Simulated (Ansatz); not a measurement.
Reflectivity of SiMo3 (Pm-3n) at normal incidence (Ansatz, PBE, independent particles, without spin-orbit coupling, line width 0.1 eV (Gaussian), carrier damping 0.05 eV):

```tsv
E (eV)	R (%)
1.00	66.5
1.25	62.7
1.50	57.8
1.75	59.4
2.00	59.6
2.25	59.8
2.50	62.6
2.75	59.3
3.00	58.3
3.25	57.6
3.50	56.9
3.75	55.6
4.00	60.9
4.25	62.4
4.50	63.9
4.75	61.6
5.00	58.6
```

Problem. What colour would a polished face show in daylight?

Solution. Light grey: CIE x = 0.311, y = 0.331, luminous reflectivity 60 % under D65, from the mean over the axes.

[Logs are printed without paths, hosts, clocks, repeated set-up lines and the standing remarks that a program may print on its own settings, such as how far it seeks lower states.]
